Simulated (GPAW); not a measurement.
## free-standing square Eu monolayer, spacing 3.42 A: one coupling from two orders, and a test

Can a spin model with one coupling foretell the energy of a further order of free-standing square Eu monolayer, spacing 3.42 A?

Program: GPAW 26.7.0. Level of theory: LDA with U = 4.8 eV on Eu f; plane waves with GPAW's PAW setups, scalar-relativistic. Results are calculated unless marked as measured.

## 1. Set-up

The cell holds 1 atom: 1 Eu. Cell: a = 3.420 Å, b = 3.420 Å, c = 14.000 Å, α = 90.0°, β = 90.0°, γ = 90.0°. model lattice. Vacuum lies along c.

## 2. The parallel order

All energies count from this run. A Hubbard U of customary size acts on the open shell; it was not fitted to this crystal.

The input, order1.py:

```python
import json
import numpy as np
from ase import Atoms
from ase.parallel import paropen, parprint
from gpaw import GPAW

atoms = Atoms(['Eu'],
    cell=[[3.42, 0.0, 0.0],
         [0.0, 3.42, 0.0],
         [0.0, 0.0, 14.0]],
    scaled_positions=[[0.0, 0.0, 0.5]],
    pbc=True,
    magmoms=[7.0])
atoms.calc = GPAW(mode={'name': 'pw', 'ecut': 700},
    xc='LDA',
    kpts={'size': (8, 8, 1), 'gamma': True},
    occupations={'name': 'methfessel-paxton', 'width': 0.1},
    convergence={'density': 0.0001, 'energy': 1e-05},
    maxiter=200,
    mixer={'name': 'pulay', 'beta': 0.02, 'nmaxold': 6, 'weight': 1},
    setups={'Eu': ':f,4.8'},
    symmetry={'tolerance': 1e-4},
    txt='order1.txt')
e = atoms.get_potential_energy(force_consistent=True)
res = {'free_energy': e, 'energy_sigma0': atoms.get_potential_energy(), 'fermi_energy': atoms.calc.get_fermi_level()}
res['moments'] = atoms.get_magnetic_moments().tolist()
res['total'] = atoms.get_magnetic_moment()
parprint('site moments (muB):', np.round(res['moments'], 3))
parprint(f"total moment: {res['total']:.3f} muB")
parprint(f'free energy: {e:.6f} eV')
atoms.calc.write('order1.gpw')
n = atoms.calc.get_pseudo_density()
up, down = (atoms.calc.get_pseudo_density(spin=i) for i in (0, 1))
np.savez('grids.npz', density=n, spin=up - down)
with paropen('results.json', 'w') as f:
    json.dump(res, f)
```

Started as:

```
$ OMP_NUM_THREADS=1 python3 order1.py > order1.log
```

Log:

```text
site moments (muB): [6.924]
total moment: 7.781 muB
free energy: -8.732979 eV

--- order1.txt ---
Input parameters:
  mode=PW(ecut=700),
  convergence={'density': 0.0001, 'energy': 1e-05},
  kpts=MonkhorstPack(size=(8, 8, 1), gamma=True),
  maxiter=200,
  mixer=Pulay(name='pulay', nmaxold=6, beta=0.02, weight=1, sigma=0.015, g_ss=None),
  occupations=Occupations(name='methfessel-paxton', width=0.1),
[...]
|          4 |        -3.802 |     1.000 |        -2.874 |     1.000 |
[...]
|         14 |        -0.280 |     0.024 |         6.312 |     0.000 |
|         15 |         2.234 |     0.000 |         6.745 |     0.000 |
|         16 |         3.186 |     0.000 |         6.745 |     0.000 |
|        ... |               |           |               |           |
|         18 |         3.621 |     0.000 |         7.010 |     0.000 |

No gap
No difference between direct/indirect transitions


[key lines of the parts left out:]
Free energy:      -8.732979
Converged in 30 steps
dipole moment: (-18.727867, -18.727867, -0.000000)  # |e|*Ang
Fermi level: -0.421
```

The job ended after 59 s (1 MPI rank of AMD EPYC 9B45 (Zen 5), shared host; peak memory 0.29 GiB).

Spin moment in the augmentation sphere by atom:

| atom | spin moment in the augmentation sphere (μB) |
| --- | --- |
| Eu1 | 6.92 |

Numbers from this step:

```
magnetization : 7.781 μB
final state   : ferromagnetic
```

After 30 cycles the largest moment stands at 6.92 μB.

## 3. The orders used for the fit

The other orders were run with the same settings, on meshes that hold the same points. Free energies (smearing 0.1 eV, its entropy term included) are divided by the number of Eu atoms; q is in fractions of the reciprocal vectors of the first run's cell.

| order | atoms | mesh | free energy (eV) | eV per Eu | largest moment (μB) |
| --- | --- | --- | --- | --- | --- |
| F + | 1 | 8×8×1 | -8.7330 | -8.7330 | 6.92 |
| AF q=(0,1/2,0) +- | 2 | 8×4×1 | -17.3524 | -8.6762 | 6.86 |

## 4. Counting neighbours

With E = −Σ J e_i·e_j over ordered pairs of unit vectors, turning a neighbour from parallel to opposed costs 2J a Eu atom. So an order lies 2 Σ n J over the parallel one, n being the opposed neighbours in each shell.

| shell | distance (Å) | neighbours | opposed in AF q=(0,1/2,0) +- | opposed in AF q=(1/2,1/2,0) +- |
| --- | --- | --- | --- | --- |
| J1 | 3.42 | 4 | 2 | 4 |
| J2 | 4.84 | 4 | 4 | 0 |

Only J1 is kept.

## 5. Solving

```
2 × 2 × J1 = +56.77 meV    (AF q=(0,1/2,0) +-)
J1 = +14.19 meV
```

## 6. The test

The couplings now give the orders that were left out:

```
2 × 4 × (+14.19) = +113.52 meV    (AF q=(1/2,1/2,0) +-)
```

The runs themselves:

| order | atoms | mesh | free energy (eV) | eV per Eu | largest moment (μB) | over the parallel order (meV) | foretold (meV) |
| --- | --- | --- | --- | --- | --- | --- | --- |
| AF q=(1/2,1/2,0) +- | 2 | 4×8×1 | -17.2805 | -8.6402 | 6.81 | +92.74 | +113.52 |

## 7. One more shell

The miss asks for the next shell, which takes one more order into the fit and leaves none for a test.

```
2 × 2 × J1 + 2 × 4 × J2 = +56.77 meV    (AF q=(0,1/2,0) +-)
2 × 4 × J1 = +92.74 meV    (AF q=(1/2,1/2,0) +-)
J1 = +11.59 meV
J2 = +1.30 meV
```

## 8. Outcome

* J1 (Eu–Eu at 3.42 Å): 14.2 meV
* largest miss on the orders left out: 21 meV
* J1 with 2 shells: 11.6 meV
* J2 with 2 shells: 1.3 meV

The model misses the order left out by 21 meV, 22 % of the span of the orders, so it holds only roughly. With the next shell added the couplings are J1 = +11.59 and J2 = +1.30 meV, untested. The first dropped shell that the test feels is J2 at 4.84 Å. The site moments spread by 1.6 % over the orders. In a metal couplings reach far, and the mesh was not tested. The couplings are effective ones: further shells with opposed neighbours are folded into them or show in the miss. No mean-field temperature is given: it needs a model that holds, an unfrustrated order and couplings in all three dimensions. The f shell is half filled, so the spin-only picture is fair. The smearing is not Fermi–Dirac, so its width is no temperature.

[Logs and program files are shortened in this print: banners, set-up blocks, solver, clock and traceback lines can be left out without a mark of their own.]

[Logs are printed without paths, hosts, clocks, repeated set-up lines and the standing remarks that a program may print on its own settings, such as how far it seeks lower states.]

[Hosts, paths, dates, database ids (printed as entryN), source tags and the programs' standing remarks are cut or masked in the printed files.]

[Where a cell is said to come from a database of computed structures, the database is the Materials Project.]
